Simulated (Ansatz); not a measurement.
## Electron scattering at the twin(10-12) boundary in hcp Ru

How much does the twin(10-12) boundary in hcp Ru reflect electrons?

Calculated with Ansatz 0.2.0; Ansatz plane-wave DFT, PBE, PAW files; relaxation of a bicrystal slab with its lowest layers held; PAW set soft_1, in the first sound run; inputs show where later runs differ.

### Step 1. The starting structure

The cell holds 25 atoms: 25 Ru. Cell: a = 6.348 Å, b = 2.706 Å, c = 30.744 Å, α = 90.0°, β = 90.0°, γ = 90.0°. It derives from Ru. built on the (1 0 2) plane; 1 overlapping atoms removed and the grains opened by 0.25 Å. Vacuum lies along c.

### Step 2. Relaxing the bicrystal

The boundary is built by mirroring the lower grain in the boundary plane and removing any atoms that overlap. A thin bicrystal slab is relaxed first, with the lowest layers held and the upper grain free to shift and open.

Input file input.yaml:

```yaml
crystal:
  lattice:
    - [6.3481279548, 0.0, 0.0]
    - [0.0, 2.7058, 0.0]
    - [0.0, 0.0, 30.7438509922]
  atoms:
    - { symbol: Ru, position: [0.112577786, 0.4166666667, 0.1626341476] }
    - { symbol: Ru, position: [0.4309007479, 0.9166666666, 0.1969083729] }
    - { symbol: Ru, position: [0.8400622288, 0.9166666667, 0.2140454855] }
    - { symbol: Ru, position: [0.1583851907, 0.4166666666, 0.2483197108] }
    - { symbol: Ru, position: [0.5675466716, 0.4166666667, 0.2654568235] }
    - { symbol: Ru, position: [0.8858696335, 0.9166666666, 0.2997310488] }
    - { symbol: Ru, position: [0.2950311144, 0.9166666667, 0.3168681614] }
    - { symbol: Ru, position: [0.6133540763, 0.4166666666, 0.3511423867] }
    - { symbol: Ru, position: [0.0225155572, 0.4166666667, 0.3682794994] }
    - { symbol: Ru, position: [0.3408385191, 0.9166666666, 0.4025537246] }
    - { symbol: Ru, position: [0.75, 0.9166666667, 0.4196908373] }
    - { symbol: Ru, position: [0.0683229619, 0.4166666666, 0.4539650626] }
    - { symbol: Ru, position: [0.75, 0.9166666667, 0.4963709952] }
    - { symbol: Ru, position: [0.3408385191, 0.9166666666, 0.5135081079] }
    - { symbol: Ru, position: [0.0225155572, 0.4166666667, 0.5477823332] }
    - { symbol: Ru, position: [0.6133540763, 0.4166666666, 0.5649194458] }
    - { symbol: Ru, position: [0.2950311144, 0.9166666667, 0.5991936711] }
    - { symbol: Ru, position: [0.8858696335, 0.9166666666, 0.6163307838] }
    - { symbol: Ru, position: [0.5675466716, 0.4166666667, 0.6506050091] }
    - { symbol: Ru, position: [0.1583851907, 0.4166666666, 0.6677421217] }
    - { symbol: Ru, position: [0.8400622288, 0.9166666667, 0.702016347] }
    - { symbol: Ru, position: [0.4309007479, 0.9166666666, 0.7191534597] }
    - { symbol: Ru, position: [0.112577786, 0.4166666667, 0.7534276849] }
    - { symbol: Ru, position: [0.7034163051, 0.4166666666, 0.7705647976] }
    - { symbol: Ru, position: [0.3850933432, 0.9166666667, 0.8048390229] }
kpoints:
  mp_grid: { grid: [4, 9, 1] }
hamiltonian:
  xc: pbe
  pseudopotentials: { kind: paw, azcp: { folder: soft_1 } }
scf:
  occupations: { method: fermi_dirac, width: 0.1 }
relax:
  f_tol: 0.03
  max_steps: 80
  constraints: [{ sites: [0, 1, 2, 3] }]
```

The run is started by

```sh
> ansatz run input.yaml --threads 4 --pin off --max-ram 15360MiB --backend cpu --events-out ev --progress --plain --runs-dir out
```

Numbers of over 12 decimals in the logs are rounded to 6 here.

What it wrote:

```text
Engine: ansatz 0.2.0, aarch64-unknown-linux-gnu
Pseudopotentials: kind: paw
Pseudopotential: Ru, paw, valence charge 16, recommended cutoff 420 eV (normal), soft_1/Ru.paw.azcp
Functional definition: PBE
  parameter kappa = 0.804
  parameter beta = 0.066725
  exchange = pbe_x(kappa = kappa, mu = beta*pi^2/3)
  correlation = pbe_c(beta = beta)
Crystal: 25 atoms, lattice volume = 528.080 Å³
Basis set: ecut = 420 eV, 10363 PW (Γ), exchange–correlation on 90×40×432 points (8 copies of the dense FFT grid, shifted against one another)
Bands: 240, of which v1, the nominal top of the filled ones, is band 200 counted from 1 (199 counted from 0)
Symmetry: 2 space group operations
Space group: Pm (ITA 6), of the structure as read, at distance tolerance 8.1e-5 Å
k-points: 15 of 36 (time reversal used)
Non-local potential: Ru, projectors of the file, l = 0: 3, l = 1: 2, l = 2: 2, l = 3: 1
PAW form: soft (Blöchl's): semilocal exchange-correlation on the pseudo side does not see the compensation charge
PAW one-centre angular grid: Ru, 590 points (default); XC on 64 Gauss nodes
Initial density: superposition of atomic densities (neutral atoms: chi_scale 0, normalization atom)
Initial wavefunctions: pseudopotential atomic-orbital guess
Functional: x = pbe(κ = 0.804, μ = 0.219515), c = pbe(β = 0.066725)
SCF iter   1: F=—  HF=-146975.667120 eV  |F-HF|=—  |Δ(HF+E_count)|=         —  Δρ=9.51e-2  dr2=1.15e2  ethr=3.10e-3  ⟨swp⟩=7.1  Hψ=13811  notcnv=0  defer=3
preconditioner: auto → LDOS  [metal: Δε(μ)=0.007 eV  Ē_g=4.914 eV  σ=0.100 eV  W_gap=0.02  n_scr=154 (ndim 8)  ℏωp=22.9 eV  f_vac=0.298  D(μ)=23.86/eV (n_scr^D=208)  β→1.0]
SCF iter   2: F=—  HF=-146977.388069 eV  |F-HF|=—  |Δ(HF+E_count)|=    1.72e0  Δρ=9.91e-2  dr2=7.24e1  ethr=3.10e-3  ⟨swp⟩=4.0  Hψ=9990  notcnv=0  defer=19
SCF iter   3: F=—  HF=-146959.806852 eV  |F-HF|=—  |Δ(HF+E_count)|=    1.76e1  Δρ=7.37e-3  dr2=6.26e-1  ethr=3.10e-3  ⟨swp⟩=3.0  Hψ=8915  notcnv=0  defer=26
SCF iter   4: F=—  HF=-146959.715549 eV  |F-HF|=—  |Δ(HF+E_count)|=   9.13e-2  Δρ=3.55e-3  dr2=1.56e-1  ethr=1.57e-4  ⟨swp⟩=3.1  Hψ=7505  notcnv=0  defer=26
SCF iter   5: F=—  HF=-146959.684601 eV  |F-HF|=—  |Δ(HF+E_count)|=   3.09e-2  Δρ=1.09e-3  dr2=1.54e-2  ethr=3.89e-5  ⟨swp⟩=2.0  Hψ=5126  notcnv=0  defer=26
SCF iter   6: F=—  HF=-146959.686570 eV  |F-HF|=—  |Δ(HF+E_count)|=   1.97e-3  Δρ=4.42e-4  dr2=1.66e-3  ethr=3.86e-6  ⟨swp⟩=2.0  Hψ=5141  notcnv=0  defer=26
SCF iter   7: F=—  HF=-146959.686961 eV  |F-HF|=—  |Δ(HF+E_count)|=   3.91e-4  Δρ=1.42e-4  dr2=5.49e-4  ethr=4.16e-7  ⟨swp⟩=2.2  Hψ=5642  notcnv=0  defer=26
SCF iter   8: F=—  HF=-146959.686962 eV  |F-HF|=—  |Δ(HF+E_count)|=   5.66e-7  Δρ=6.37e-5  dr2=5.93e-5  ethr=1.37e-7  ⟨swp⟩=2.0  Hψ=5166  notcnv=0  defer=26
SCF iter   9: F=-146959.686963 eV  HF=-146959.686969 eV  |F-HF|=5.80e-6  |Δ(HF+E_count)|=   6.89e-6  Δρ=2.82e-5  dr2=9.97e-6  ethr=5.62e-9  ⟨swp⟩=5.0  Hψ=12669  notcnv=0
SCF 1 converged in 9 iterations: F = -146959.686963 eV  dr2 = 9.97e-6
  greatest PAW one-centre occupation: 1.000 electrons in one spin orbital (limit 2), on the Ru atom at site 7 (counted from 0), in its partial waves of l = 0
relax step   1: F+E_penalty+E_count = -146959.68696279 eV  Δ(F+E_penalty+E_count) = +0.000e0 eV  max|allowed force component| = 1.540e0 eV/Å  Δτ_max = 0.0000 Å  (9 SCF iters, dr2 threshold 2.25e-5 eV, accepted)
Initial density: handed on by an earlier stage of this run
Initial wavefunctions: those handed on with the density
iter 1 solved again at ethr=6.92e-4 eV; its pass at ethr=3.10e-3 eV (dr2=2.77e0 eV) is discarded
SCF iter   1: F=—  HF=-146960.206985 eV  |F-HF|=—  |Δ(HF+E_count)|=         —  Δρ=1.26e-2  dr2=2.84e0  ethr=6.92e-4  ⟨swp⟩=1.0  Hψ=13303  notcnv=0  defer=16
preconditioner: auto → LDOS  [metal: Δε(μ)=0.015 eV  Ē_g=4.510 eV  σ=0.100 eV  W_gap=0.04  n_scr=154 (ndim 8)  ℏωp=22.9 eV  f_vac=0.303  D(μ)=25.45/eV (n_scr^D=218)  β→1.0]
SCF iter   2: F=—  HF=-146960.135837 eV  |F-HF|=—  |Δ(HF+E_count)|=   7.11e-2  Δρ=5.90e-3  dr2=2.63e-1  ethr=6.92e-4  ⟨swp⟩=2.3  Hψ=5488  notcnv=0  defer=16
SCF iter   3: F=—  HF=-146960.101636 eV  |F-HF|=—  |Δ(HF+E_count)|=   3.42e-2  Δρ=2.69e-3  dr2=7.63e-2  ethr=6.58e-5  ⟨swp⟩=3.0  Hψ=8304  notcnv=0  defer=16
SCF iter   4: F=—  HF=-146960.081906 eV  |F-HF|=—  |Δ(HF+E_count)|=   1.97e-2  Δρ=3.94e-4  dr2=9.04e-4  ethr=1.91e-5  ⟨swp⟩=2.3  Hψ=5280  notcnv=0  defer=20
SCF iter   5: F=—  HF=-146960.081764 eV  |F-HF|=—  |Δ(HF+E_count)|=   1.42e-4  Δρ=1.42e-4  dr2=1.38e-4  ethr=2.26e-7  ⟨swp⟩=3.1  Hψ=7678  notcnv=0  defer=20
SCF iter   6: F=-146960.081825 eV  HF=-146960.081825 eV  |F-HF|=3.02e-7  |Δ(HF+E_count)|=   6.11e-5  Δρ=5.86e-5  dr2=2.58e-5  ethr=2.50e-8  ⟨swp⟩=3.0  Hψ=13622  notcnv=0
SCF 2 converged in 6 iterations: F = -146960.081825 eV  dr2 = 2.58e-5
  greatest PAW one-centre occupation: 1.000 electrons in one spin orbital (limit 2), on the Ru atom at site 12 (counted from 0), in its partial waves of l = 0
relax step   2: F+E_penalty+E_count = -146960.08182458 eV  Δ(F+E_penalty+E_count) = -3.949e-1 eV  max|allowed force component| = 1.355e0 eV/Å  Δτ_max = 0.1911 Å  (6 SCF iters, dr2 threshold 1.00e-4 eV, accepted)
iter 1 solved again at ethr=2.38e-4 eV; its pass at ethr=3.10e-3 eV (dr2=9.51e-1 eV) is discarded
SCF iter   1: F=—  HF=-146960.148724 eV  |F-HF|=—  |Δ(HF+E_count)|=         —  Δρ=1.11e-2  dr2=9.58e-1  ethr=2.38e-4  ⟨swp⟩=1.2  Hψ=13211  notcnv=0  defer=20
preconditioner: auto → LDOS  [metal: Δε(μ)=0.004 eV  Ē_g=4.507 eV  σ=0.100 eV  W_gap=0.01  n_scr=154 (ndim 8)  ℏωp=22.9 eV  f_vac=0.302  D(μ)=25.43/eV (n_scr^D=218)  β→1.0]
SCF iter   2: F=—  HF=-146960.098908 eV  |F-HF|=—  |Δ(HF+E_count)|=   4.98e-2  Δρ=5.75e-3  dr2=2.32e-1  ethr=2.38e-4  ⟨swp⟩=2.3  Hψ=6609  notcnv=0  defer=20
SCF iter   3: F=—  HF=-146960.047574 eV  |F-HF|=—  |Δ(HF+E_count)|=   5.13e-2  Δρ=1.79e-3  dr2=3.55e-2  ethr=5.80e-5  ⟨swp⟩=2.9  Hψ=8147  notcnv=0  defer=20
SCF iter   4: F=—  HF=-146960.039544 eV  |F-HF|=—  |Δ(HF+E_count)|=   8.03e-3  Δρ=4.80e-4  dr2=1.40e-3  ethr=8.87e-6  ⟨swp⟩=2.2  Hψ=5587  notcnv=0  defer=20
SCF iter   5: F=—  HF=-146960.039233 eV  |F-HF|=—  |Δ(HF+E_count)|=   3.11e-4  Δρ=1.17e-4  dr2=5.26e-5  ethr=3.49e-7  ⟨swp⟩=2.9  Hψ=7255  notcnv=0  defer=20
SCF iter   6: F=-146960.039247 eV  HF=-146960.039250 eV  |F-HF|=3.48e-6  |Δ(HF+E_count)|=   1.67e-5  Δρ=4.39e-5  dr2=1.22e-5  ethr=1.31e-8  ⟨swp⟩=4.7  Hψ=11815  notcnv=0
SCF 3 converged in 6 iterations: F = -146960.039247 eV  dr2 = 1.22e-5
  greatest PAW one-centre occupation: 1.000 electrons in one spin orbital (limit 2), on the Ru atom at site 11 (counted from 0), in its partial waves of l = 0
relax step   3: F+E_penalty+E_count = -146960.03924664 eV  Δ(F+E_penalty+E_count) = +4.258e-2 eV  max|allowed force component| = 7.747e-1 eV/Å  Δτ_max = 0.2000 Å  (6 SCF iters, dr2 threshold 1.00e-4 eV, rejected (line search))
[...]
relax step   4: F+E_penalty+E_count = -146960.18709065 eV  Δ(F+E_penalty+E_count) = -1.053e-1 eV  max|allowed force component| = 7.662e-1 eV/Å  Δτ_max = 0.1000 Å  (9 SCF iters, accepted)
[...]
relax step   5: F+E_penalty+E_count = -146960.22998342 eV  Δ(F+E_penalty+E_count) = -4.289e-2 eV  max|allowed force component| = 1.966e-1 eV/Å  Δτ_max = 0.0483 Å  (5 SCF iters, dr2 threshold 1.00e-4 eV, accepted)
[...]
relax step   6: F+E_penalty+E_count = -146960.22919591 eV  Δ(F+E_penalty+E_count) = +7.875e-4 eV  max|allowed force component| = 5.097e-2 eV/Å  Δτ_max = 0.0324 Å  (5 SCF iters, dr2 threshold 2.54e-6 eV, rejected (line search))
SCF iter   1: F=—  HF=-146960.234846 eV  |F-HF|=—  |Δ(HF+E_count)|=         —  Δρ=1.86e-3  dr2=2.34e-2  ethr=3.90e-5  ⟨swp⟩=3.1  Hψ=6703  notcnv=0  defer=20
preconditioner: auto → LDOS  [metal: Δε(μ)=0.003 eV  Ē_g=4.522 eV  σ=0.100 eV  W_gap=0.01  n_scr=154 (ndim 8)  ℏωp=22.9 eV  f_vac=0.305  D(μ)=25.26/eV (n_scr^D=218)  β→1.0]
SCF iter   2: F=—  HF=-146960.232704 eV  |F-HF|=—  |Δ(HF+E_count)|=   2.14e-3  Δρ=9.75e-4  dr2=4.85e-3  ethr=5.84e-6  ⟨swp⟩=2.5  Hψ=7454  notcnv=0  defer=20
SCF iter   3: F=—  HF=-146960.231182 eV  |F-HF|=—  |Δ(HF+E_count)|=   1.52e-3  Δρ=2.11e-4  dr2=2.38e-4  ethr=1.21e-6  ⟨swp⟩=2.5  Hψ=7031  notcnv=0  defer=20
SCF iter   4: F=—  HF=-146960.231121 eV  |F-HF|=—  |Δ(HF+E_count)|=   6.12e-5  Δρ=5.28e-5  dr2=2.80e-5  ethr=5.94e-8  ⟨swp⟩=2.8  Hψ=7303  notcnv=0  defer=20
SCF iter   5: F=—  HF=-146960.232048 eV  |F-HF|=—  |Δ(HF+E_count)|=   9.28e-4  Δρ=1.25e-5  dr2=1.21e-6  ethr=7.00e-9  ⟨swp⟩=2.8  Hψ=6558  notcnv=0  defer=20
SCF iter   6: F=—  HF=-146960.232049 eV  |F-HF|=—  |Δ(HF+E_count)|=   2.35e-7  Δρ=5.41e-6  dr2=1.72e-7  ethr=3.01e-10  ⟨swp⟩=2.6  Hψ=6862  notcnv=0  defer=20
SCF iter   7: F=-146960.232049 eV  HF=-146960.232049 eV  |F-HF|=1.44e-8  |Δ(HF+E_count)|=   1.75e-8  Δρ=2.09e-6  dr2=2.78e-8  ethr=2.50e-11  ⟨swp⟩=5.0  Hψ=12600  notcnv=0
SCF 7 converged in 7 iterations: F = -146960.232049 eV  dr2 = 2.78e-8
relax step   7: F+E_penalty+E_count = -146960.23204870 eV  Δ(F+E_penalty+E_count) = -2.065e-3 eV  max|allowed force component| = 1.018e-2 eV/Å  Δτ_max = 0.0129 Å  (7 SCF iters, accepted)
SCF converged after 7 iterations
Free energy (F): -146960.232049 eV
Harris-Foulkes:  -146960.232049 eV  (|F-HF|=1.44e-8)
Internal energy: -146959.392721 eV  (E = F + TS)
E sigma→0 (E₀):  -146959.812385 eV
Entropy (-TS):   -0.839327 eV (-33.573 meV/atom)
Fermi energy:    13.393767 eV
--- Per-component energies (eV) ---
  E_band       = -5335.840275
  E_kinetic    = 11481.148732
  E_local      = -524435.607773  (includes V_loc(G=0)·N_el)
  E_nonlocal   = 10330.601145
  E_hartree    = 254900.062215
  E_xc         = -4236.091589
  E_vxc        = -5355.398486  (∫ρ·V_xc dr)
  E_paw        = -87541.540693  (= ΣΔE_a)
  E_vpaw       = -7156.705083  (= ΣTr[D̂ρ^β])
  E_aug_tail   = 0.015961  (compensation charges beyond the density's cutoff)
  E_ewald      = 192542.019280
  E_smearing   = -0.839327  (= −TS)
  E_closure    = 0.000000  (closes the sum)
  Σ components = -146960.232049   (vs F -146960.232049, Δ=0.00e0)
--- Forces (eV/Å), atoms counted from 1 ---
  atom   1  Ru     0.09654310     0.00000000     1.48041566
  atom   2  Ru    -0.56250152     0.00000000    -0.05702740
  atom   3  Ru     0.35889700     0.00000000    -0.47348384
  atom   4  Ru     0.11012075     0.00000000    -0.94683796
  atom   5  Ru    -0.00089516     0.00000000     0.01018317
  atom   6  Ru     0.00416550     0.00000000    -0.00461796
  atom   7  Ru    -0.00443474     0.00000000    -0.00595213
  atom   8  Ru     0.00602666     0.00000000    -0.00364912
  atom   9  Ru    -0.00274349     0.00000000    -0.00348282
  atom  10  Ru    -0.00771951     0.00000000     0.00308458
  atom  11  Ru     0.00718981     0.00000000     0.00548832
  atom  12  Ru    -0.00218912     0.00000000    -0.00475992
  atom  13  Ru     0.00291503     0.00000000    -0.00431182
  atom  14  Ru    -0.00670526     0.00000000    -0.00183837
  atom  15  Ru    -0.00630637     0.00000000     0.00015884
  atom  16  Ru     0.00754893     0.00000000    -0.00209185
  atom  17  Ru    -0.00725287     0.00000000     0.00642583
  atom  18  Ru     0.00106999     0.00000000     0.00500192
  atom  19  Ru     0.00403779     0.00000000     0.00063045
  atom  20  Ru    -0.00349497     0.00000000     0.00044330
  atom  21  Ru     0.00514534     0.00000000     0.00547733
  atom  22  Ru     0.00453016     0.00000000     0.00149788
  atom  23  Ru    -0.00247191     0.00000000    -0.00540870
  atom  24  Ru    -0.00135961     0.00000000    -0.00481463
  atom  25  Ru    -0.00012943     0.00000000    -0.00060071
  max |Σ_I F_I| component: 6.99e-5 eV/Å
--- Relaxed structure (7 steps of the walk, 5 accepted, 0 SCFs on fresh bases) ---
  F+E_penalty+E_count = -146960.23204870 eV   max|allowed force component| = 1.018e-2 eV/Å
  atoms:
    - { symbol: Ru, position: [0.112577786, 0.416667, 0.162634] }
    - { symbol: Ru, position: [0.4309007479, 0.916667, 0.196908] }
    - { symbol: Ru, position: [0.840062, 0.916667, 0.214045] }
    - { symbol: Ru, position: [0.158385, 0.416667, 0.248320] }
    - { symbol: Ru, position: [0.566316, 0.416667, 0.265005] }
    - { symbol: Ru, position: [0.880493, 0.916667, 0.299455] }
    - { symbol: Ru, position: [0.290774, 0.916667, 0.317499] }
    - { symbol: Ru, position: [0.608913, 0.416667, 0.350729] }
    - { symbol: Ru, position: [0.020184, 0.416667, 0.369988] }
    - { symbol: Ru, position: [0.334353, 0.916667, 0.407011] }
    - { symbol: Ru, position: [0.742674, 0.916667, 0.416631] }
    - { symbol: Ru, position: [0.077416, 0.416667, 0.456071] }
    - { symbol: Ru, position: [0.739741, 0.916667, 0.495565] }
    - { symbol: Ru, position: [0.331582, 0.916667, 0.505963] }
    - { symbol: Ru, position: [0.016399, 0.416667, 0.542111] }
    - { symbol: Ru, position: [0.605019, 0.416667, 0.561682] }
    - { symbol: Ru, position: [0.287002, 0.916667, 0.595352] }
    - { symbol: Ru, position: [0.879142, 0.916667, 0.612256] }
    - { symbol: Ru, position: [0.561871, 0.416667, 0.646952] }
    - { symbol: Ru, position: [0.151786, 0.416667, 0.664067] }
    - { symbol: Ru, position: [0.834869, 0.916667, 0.698516] }
    - { symbol: Ru, position: [0.424109, 0.916667, 0.717053] }
    - { symbol: Ru, position: [0.110101, 0.416667, 0.750918] }
    - { symbol: Ru, position: [0.694159, 0.416667, 0.766272] }
    - { symbol: Ru, position: [0.378248, 0.916667, 0.797820] }
```

Wall time 7.6 min (4 threads of Arm Neoverse V1, shared host); peak memory 3.1 GiB.

The steps of the relaxation:

```
step  energy less that of the first step (eV)  largest force component (eV/Å)
   1                                   0.0000                          1.5398
   2                                  -0.3949                          1.3553
   3                                  -0.3523                          0.7747
   4                                  -0.5001                          0.7662
   5                                  -0.5430                          0.1966
   6                                  -0.5422                          0.0510
   7                                  -0.5451                          0.0102
```

Relaxation steps 3, 6 were tried and not accepted.

Forces are held to the 2 operations that the run works with; a distortion that breaks them can't arise in this run.

The atoms that moved most (Å):

```
atom      dx     dy      dz  length
Ru14  -0.059  0.000  -0.232   0.239
Ru25  -0.043  0.000  -0.216   0.220
Ru15  -0.039  0.000  -0.174   0.179
Ru24  -0.059  0.000  -0.132   0.144
Ru10  -0.041  0.000   0.137   0.143
Ru18  -0.043  0.000  -0.125   0.132
Ru17  -0.051  0.000  -0.118   0.129
Ru20  -0.042  0.000  -0.113   0.121
```

Final coordinates:

```cif
data_structure
_symmetry_space_group_name_H-M 'P 1'
_symmetry_Int_Tables_number 1
_cell_length_a 6.3481
_cell_length_b 2.7058
_cell_length_c 30.7439
_cell_angle_alpha 90.000
_cell_angle_beta 90.000
_cell_angle_gamma 90.000
_cell_volume 528.08
loop_
_atom_site_label
_atom_site_type_symbol
_atom_site_fract_x
_atom_site_fract_y
_atom_site_fract_z
_atom_site_occupancy
Ru1 Ru 0.11258 0.41667 0.16263 1
Ru2 Ru 0.43090 0.91667 0.19691 1
Ru3 Ru 0.84006 0.91667 0.21405 1
Ru4 Ru 0.15839 0.41667 0.24832 1
Ru5 Ru 0.56632 0.41667 0.26501 1
Ru6 Ru 0.88049 0.91667 0.29946 1
Ru7 Ru 0.29077 0.91667 0.31750 1
Ru8 Ru 0.60891 0.41667 0.35073 1
Ru9 Ru 0.02018 0.41667 0.36999 1
Ru10 Ru 0.33435 0.91667 0.40701 1
Ru11 Ru 0.74267 0.91667 0.41663 1
Ru12 Ru 0.07742 0.41667 0.45607 1
Ru13 Ru 0.73974 0.91667 0.49556 1
Ru14 Ru 0.33158 0.91667 0.50596 1
Ru15 Ru 0.01640 0.41667 0.54211 1
Ru16 Ru 0.60502 0.41667 0.56168 1
Ru17 Ru 0.28700 0.91667 0.59535 1
Ru18 Ru 0.87914 0.91667 0.61226 1
Ru19 Ru 0.56187 0.41667 0.64695 1
Ru20 Ru 0.15179 0.41667 0.66407 1
Ru21 Ru 0.83487 0.91667 0.69852 1
Ru22 Ru 0.42411 0.91667 0.71705 1
Ru23 Ru 0.11010 0.41667 0.75092 1
Ru24 Ru 0.69416 0.41667 0.76627 1
Ru25 Ru 0.37825 0.91667 0.79782 1
```

This step gave:

| Property | Result |
| --- | --- |
| free energy | -146960.2320 eV |
| energy at zero smearing | -146959.8124 eV |
| Fermi energy | 13.39 eV |

The largest force component on a free atom ends at 0.010 eV/Å, under the tolerance of 0.03, after 7 steps.

(Continued in part 2 of 2.)

[Logs are printed without paths, hosts, clocks, repeated set-up lines and the standing remarks that a program may print on its own settings, such as how far it seeks lower states.]

[Hosts, paths, dates, database ids (printed as entryN), source tags and the programs' standing remarks are cut or masked in the printed files.]
